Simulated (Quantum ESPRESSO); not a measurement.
# Be2Al (hypothetical, Fm-3m): phonons against volume

Wanted: mode Grüneisen parameters of Be2Al (hypothetical) and a free-energy fit over volumes. The crystal structure is hypothetical: it was made by swapping elements on a known structure type.

Main program and level: Quantum ESPRESSO 7.5; DFT PBEsol, scalar-relativistic, plane waves, GBRV ultrasoft pseudopotentials.

**1. The starting structure**

Symmetry: Fm-3m, No. 225, cubic system. The conventional cell has a = 5.202 Å, b = 5.202 Å, c = 5.202 Å, α = 90.00°, β = 90.00°, γ = 90.00°. Nearest to Be lie 4 Al at 2.25 Å. Al has 8 Be at 2.25 Å nearest. Farther neighbours are not listed.

**2. A first coarse run**

A cheap single point shows whether the cell is a metal or an insulator and how far it is from rest; that sets the k-mesh and the occupations of what follows.

probe.in reads:

```
&CONTROL
  calculation = 'scf'
  prefix      = 'x'
  outdir      = './tmp'
  pseudo_dir  = './pseudo'
  tprnfor     = .true.
  tstress     = .true.
  verbosity   = 'high'
/
&SYSTEM
  ibrav       = 0
  nat         = 3
  ntyp        = 2
  ecutwfc     = 45.0
  ecutrho     = 270.0
  occupations = 'smearing'
  smearing    = 'gaussian'
  degauss     = 0.01
/
&ELECTRONS
  conv_thr         = 1.0d-07
  mixing_beta      = 0.7
  electron_maxstep = 100
/
ATOMIC_SPECIES
 Be      9.0122  Be.upf
 Al     26.9815  Al.upf
CELL_PARAMETERS angstrom
     0.000000000    2.601190000    2.601190000
     2.601190000    0.000000000    2.601190000
     2.601190000    2.601190000    0.000000000
ATOMIC_POSITIONS crystal
 Be     0.250000000   0.250000000   0.250000000
 Be     0.750000000   0.750000000   0.750000000
 Al     0.000000000   0.000000000   0.000000000
K_POINTS automatic
 6 6 6 0 0 0
```

Run with:

```
> OMP_NUM_THREADS=1 mpirun -n 8 pw.x -nk 8 -in probe.in > probe.out
```

The log of the run:

```text
Program PWSCF v.7.5

     This program is part of the open-source Quantum ESPRESSO suite
     for quantum simulation of materials; please cite
         "P. Giannozzi et al., J. Phys.:Condens. Matter 21 395502 (2009);
         "P. Giannozzi et al., J. Phys.:Condens. Matter 29 465901 (2017);
         "P. Giannozzi et al., J. Chem. Phys. 152 154105 (2020);
     in publications or presentations arising from this work. More details at

     Message from routine setup:
     using ibrav=0 with symmetry is DISCOURAGED, use correct ibrav instead

     G-vector sticks info
     --------------------
     sticks:   dense  smooth     PW     G-vecs:    dense   smooth      PW
     Sum         913     595    187                17933     9721    1687

     Using Slab Decomposition

     bravais-lattice index     =            0
     lattice parameter (alat)  =       6.9516  a.u.
     unit-cell volume          =     237.5433 (a.u.)^3
     number of atoms/cell      =            3
     number of atomic types    =            2
     number of electrons       =        11.00
     number of Kohn-Sham states=           10
     kinetic-energy cutoff     =      45.0000  Ry
     charge density cutoff     =     270.0000  Ry
     scf convergence threshold =      1.0E-07
     mixing beta               =       0.7000
     number of iterations used =            8  plain     mixing
     Exchange-correlation= SLA  PW   PSX  PSC
                           (   1   4  10   8   0   0   0)

     celldm(1)=   6.951619  celldm(2)=   0.000000  celldm(3)=   0.000000
     celldm(4)=   0.000000  celldm(5)=   0.000000  celldm(6)=   0.000000

     crystal axes: (cart. coord. in units of alat)
               a(1) = (   0.000000   0.707107   0.707107 )
               a(2) = (   0.707107   0.000000   0.707107 )
               a(3) = (   0.707107   0.707107   0.000000 )

     reciprocal axes: (cart. coord. in units 2 pi/alat)
               b(1) = ( -0.707107  0.707107  0.707107 )
               b(2) = (  0.707107 -0.707107  0.707107 )
               b(3) = (  0.707107  0.707107 -0.707107 )

     PseudoPot. # 1 for Be read from file:
     ./pseudo/Be.upf
     Pseudo is Ultrasoft, Zval =  4.0
     Using radial grid of  769 points,  6 beta functions with:
                l(1) =   0
                l(2) =   0
                l(3) =   0
                l(4) =   1
                l(5) =   1
                l(6) =   2
     Q(r) pseudized with 10 coefficients,  rinner =    1.000   1.000   1.000
                                                       1.000   1.000

     PseudoPot. # 2 for Al read from file:
     ./pseudo/Al.upf
     Pseudo is Ultrasoft + core correction, Zval =  3.0
     Using radial grid of  893 points,  3 beta functions with:
                l(1) =   0
                l(2) =   1
                l(3) =   2
     Q(r) pseudized with  8 coefficients,  rinner =    0.900   0.900   0.900
                                                       0.900   0.900

     atomic species   valence    mass     pseudopotential
     Be                4.00     9.01220     Be( 1.00)
     Al                3.00    26.98150     Al( 1.00)

     48 Sym. Ops., with inversion, found

                                    s                        frac. trans.

      isym =  1     identity

 cryst.   s( 1) = (     1          0          0      )
                  (     0          1          0      )
                  (     0          0          1      )

 cart.    s( 1) = (  1.0000000 -0.0000000  0.0000000 )
                  ( -0.0000000  1.0000000  0.0000000 )
                  ( -0.0000000  0.0000000  1.0000000 )

      isym =  2     180 deg rotation - cart. axis [0,0,1]

 cryst.   s( 2) = (     0          1         -1      )
                  (     1          0         -1      )
                  (     0          0         -1      )

 cart.    s( 2) = ( -1.0000000  0.0000000  0.0000000 )
                  (  0.0000000 -1.0000000  0.0000000 )
                  (  0.0000000 -0.0000000  1.0000000 )

      isym =  3     180 deg rotation - cart. axis [0,1,0]

 cryst.   s( 3) = (     0         -1          1      )
                  (     0         -1          0      )
                  (     1         -1          0      )

 cart.    s( 3) = ( -1.0000000 -0.0000000 -0.0000000 )
                  (  0.0000000  1.0000000 -0.0000000 )
                  (  0.0000000  0.0000000 -1.0000000 )

      isym =  4     180 deg rotation - cart. axis [1,0,0]

 cryst.   s( 4) = (    -1          0          0      )
                  (    -1          0          1      )
                  (    -1          1          0      )

 cart.    s( 4) = (  1.0000000  0.0000000 -0.0000000 )
                  ( -0.0000000 -1.0000000 -0.0000000 )
                  ( -0.0000000 -0.0000000 -1.0000000 )

      isym =  5     180 deg rotation - cart. axis [1,1,0]

 cryst.   s( 5) = (    -1          0          1      )
[...]
cart.    s( 5) = ( -0.0000000  1.0000000 -0.0000000 )
[...]
isym =  6     180 deg rotation - cart. axis [1,-1,0]

 cryst.   s( 6) = (     0         -1          0      )
[...]
cart.    s( 6) = (  0.0000000 -1.0000000 -0.0000000 )
[...]
isym =  7      90 deg rotation - cart. axis [0,0,-1]

 cryst.   s( 7) = (     0          1          0      )
[...]
cart.    s( 7) = (  0.0000000  1.0000000  0.0000000 )
[...]
isym =  8      90 deg rotation - cart. axis [0,0,1]

 cryst.   s( 8) = (     1          0         -1      )
[...]
cart.    s( 8) = ( -0.0000000 -1.0000000  0.0000000 )
[...]
isym =  9     180 deg rotation - cart. axis [1,0,1]

 cryst.   s( 9) = (    -1          1          0      )
[...]
cart.    s( 9) = (  0.0000000  0.0000000  1.0000000 )
[...]
isym = 10     180 deg rotation - cart. axis [-1,0,1]

 cryst.   s(10) = (     0          0         -1      )
[...]
cart.    s(10) = ( -0.0000000  0.0000000 -1.0000000 )
[...]
isym = 11      90 deg rotation - cart. axis [0,1,0]

 cryst.   s(11) = (     0          0          1      )
[...]
cart.    s(11) = ( -0.0000000 -0.0000000  1.0000000 )
[...]
isym = 12      90 deg rotation - cart. axis [0,-1,0]

 cryst.   s(12) = (     1         -1          0      )
[...]
cart.    s(12) = (  0.0000000 -0.0000000 -1.0000000 )
[...]
isym = 13     180 deg rotation - cart. axis [0,1,1]

[...]
-92.3353 -92.3322  -3.0115   6.4701   6.4701   7.8864   8.5187  11.6431
    12.5498  12.5498

     occupation numbers
     1.0000   1.0000   1.0000   0.9892   0.9892   0.0000   0.0000   0.0000
     0.0000   0.0000

          k = 0.3536 0.1179-0.1179 (  1218 PWs)   bands (ev):

   -92.3348 -92.3327  -2.1124   3.9647   5.8741   6.8535   8.4339  11.8390
    12.3367  13.1838

     occupation numbers
     1.0000   1.0000   1.0000   1.0000   1.0000   0.0459   0.0000   0.0000
     0.0000   0.0000

          k =-0.2357-0.4714 0.4714 (  1213 PWs)   bands (ev):

   -92.3341 -92.3334  -0.5457   1.3041   5.5662   6.0421   8.8568  11.0526
    13.1805  14.4483

     occupation numbers
     1.0000   1.0000   1.0000   1.0000   1.0000   1.0000   0.0000   0.0000
     0.0000   0.0000

          k =-0.1179-0.3536 0.3536 (  1204 PWs)   bands (ev):

   -92.3343 -92.3332  -1.1167   2.1098   4.9264   6.9845   9.6657  10.1036
[...]
occupation numbers
     1.0000   1.0000   1.0000   1.0000   1.0000   0.0012   0.0000   0.0000
[...]
k = 0.0000-0.2357 0.2357 (  1225 PWs)   bands (ev):

[...]
occupation numbers
[...]
k = 0.4714 0.0000-0.0000 (  1218 PWs)   bands (ev):

[...]
occupation numbers
[...]
k =-0.1179-0.5893 0.5893 (  1211 PWs)   bands (ev):

[...]
occupation numbers
[...]
k =-0.0000-0.4714 0.4714 (  1196 PWs)   bands (ev):

[...]
occupation numbers
[...]
k =-0.7071 0.0000 0.0000 (  1234 PWs)   bands (ev):

   -92.3344 -92.3332   0.5846   1.6815   4.4204   4.4204   7.5311   9.0575
    15.7793  15.7793

     occupation numbers
     1.0000   1.0000   1.0000   1.0000   1.0000   1.0000   0.0000   0.0000
     0.0000   0.0000

          k =-0.2357-0.4714 0.7071 (  1216 PWs)   bands (ev):

   -92.3344 -92.3331  -0.9798   3.4315   3.7448   5.2608   9.5857  11.6720
    12.0984  14.7686

     occupation numbers
     1.0000   1.0000   1.0000   1.0000   1.0000   1.0000   0.0000   0.0000
     0.0000   0.0000

          k =-0.1179-0.3536 0.5893 (  1198 PWs)   bands (ev):

   -92.3337 -92.3337   0.4473   1.5159   3.8046   4.3307  10.6145  10.7332
    14.4508  14.9741

     occupation numbers
     1.0000   1.0000   1.0000   1.0000   1.0000   1.0000   0.0000   0.0000
     0.0000   0.0000

          k =-0.7071 0.2357 0.0000 (  1200 PWs)   bands (ev):

   -92.3340 -92.3334   0.9751   2.1003   3.2257   3.2868   9.5283  11.5134
    13.1365  16.0755

     occupation numbers
     1.0000   1.0000   1.0000   1.0000   1.0000   1.0000   0.0000   0.0000
     0.0000   0.0000

     the Fermi energy is     6.6913 ev

!    total energy              =     -62.72032315 Ry
     estimated scf accuracy    <       0.00000010 Ry
     smearing contrib. (-TS)   =      -0.00017968 Ry
     internal energy E=F+TS    =     -62.72014347 Ry

     The total energy is F=E-TS. E is the sum of the following terms:
     one-electron contribution =     -33.21509727 Ry
     hartree contribution      =      11.24819753 Ry
     xc contribution           =     -14.16980636 Ry
     ewald contribution        =     -26.58343737 Ry

     convergence has been achieved in   4 iterations

     Forces acting on atoms (cartesian axes, Ry/au):

     atom    1 type  1   force =     0.00000000   -0.00000000   -0.00000000
     atom    2 type  1   force =     0.00000000    0.00000000    0.00000000
     atom    3 type  2   force =    -0.00000000   -0.00000000    0.00000000
     The non-local contrib.  to forces
     atom    1 type  1   force =     0.00000000    0.00000000   -0.00000000
     atom    2 type  1   force =     0.00000000   -0.00000000    0.00000000
     atom    3 type  2   force =    -0.00000000   -0.00000000    0.00000000
     The ionic contribution  to forces
     atom    1 type  1   force =    -0.00000000    0.00000000   -0.00000000
     atom    2 type  1   force =    -0.00000000    0.00000000   -0.00000000
     atom    3 type  2   force =    -0.00000000   -0.00000000   -0.00000000
     The local contribution  to forces
     atom    1 type  1   force =     0.00000000    0.00000000    0.00000000
     atom    2 type  1   force =     0.00000000    0.00000000    0.00000000
     atom    3 type  2   force =     0.00000000    0.00000000   -0.00000000
     The core correction contribution to forces
     atom    1 type  1   force =     0.00000000    0.00000000    0.00000000
     atom    2 type  1   force =     0.00000000    0.00000000    0.00000000
     atom    3 type  2   force =     0.00000000   -0.00000000    0.00000000
     The Hubbard contrib.    to forces
     atom    1 type  1   force =     0.00000000    0.00000000    0.00000000
     atom    2 type  1   force =     0.00000000    0.00000000    0.00000000
     atom    3 type  2   force =     0.00000000    0.00000000    0.00000000
     The SCF correction term to forces
     atom    1 type  1   force =     0.00000000    0.00000000   -0.00000000
     atom    2 type  1   force =    -0.00000000   -0.00000000    0.00000000
     atom    3 type  2   force =     0.00000000   -0.00000000   -0.00000000

     Total force =     0.000000     Total SCF correction =     0.000000

     Computing stress (Cartesian axis) and pressure

          total   stress  (Ry/bohr**3)                   (kbar)     P=      132.77
   0.00090258  -0.00000000   0.00000000          132.77       -0.00        0.00
  -0.00000000   0.00090258  -0.00000000           -0.00      132.77       -0.00
   0.00000000  -0.00000000   0.00090258            0.00       -0.00      132.77

     kinetic stress (kbar)   3728.20      0.00      0.00
                                0.00   3728.20     -0.00
                                0.00     -0.00   3728.20

     local   stress (kbar)   2110.06     -0.00      0.00
                               -0.00   2110.06      0.00
                                0.00      0.00   2110.06

     nonloc. stress (kbar)   -195.46     -0.00      0.00
                               -0.00   -195.46      0.00
                                0.00      0.00   -195.46

     hartree stress (kbar)   2321.92      0.00      0.00
                                0.00   2321.92      0.00
                                0.00      0.00   2321.92

     exc-cor stress (kbar)   -718.43      0.00     -0.00
                                0.00   -718.43     -0.00
                               -0.00     -0.00   -718.43

     corecor stress (kbar)  -1626.01     -0.00     -0.00
                               -0.00  -1626.01      0.00
                               -0.00      0.00  -1626.01

     ewald   stress (kbar)  -5487.50      0.00      0.00
                                0.00  -5487.50      0.00
                                0.00      0.00  -5487.50

     hubbard stress (kbar)      0.00      0.00      0.00
                                0.00      0.00      0.00
                                0.00      0.00      0.00

     DFT-D   stress (kbar)      0.00      0.00      0.00
[...]
XDM     stress (kbar)      0.00      0.00      0.00
[...]
dft-nl  stress (kbar)      0.00      0.00      0.00
                                0.00      0.00      0.00
                                0.00      0.00      0.00

     TS-vdW  stress (kbar)      0.00      0.00      0.00
                                0.00      0.00      0.00
                                0.00      0.00      0.00

     MDB     stress (kbar)      0.00      0.00      0.00
                                0.00      0.00      0.00
                                0.00      0.00      0.00

     3D-RISM stress (kbar)      0.00      0.00      0.00
                                0.00      0.00      0.00
                                0.00      0.00      0.00

     Writing all to output data dir ./tmp/x.save/ :
     XML data file, charge density, pseudopotentials, collected wavefunctions

   JOB DONE.
```

The job ended after 1.4 s (8 MPI ranks of Arm Neoverse V2, shared host).

This step gave:

| Quantity | Value |
| --- | --- |
| volume per atom | 11.73 Å³ |
| pressure | 13.28 GPa |
| gap on the k-mesh | 0 eV |

The start is under 13 GPa at this level and looks like a metal on this mesh.

(Part 1 of 6 ends here.)

[Logs are printed without paths, hosts, clocks, repeated set-up lines and the standing remarks that a program may print on its own settings, such as how far it seeks lower states.]

[Hosts, paths, dates, database ids (printed as entryN), source tags and the programs' standing remarks are cut or masked in the printed files.]

[A step with changed settings may run another functional than the one named; its input shows which.]

[Of the runs on displaced cells, only some may be shown.]
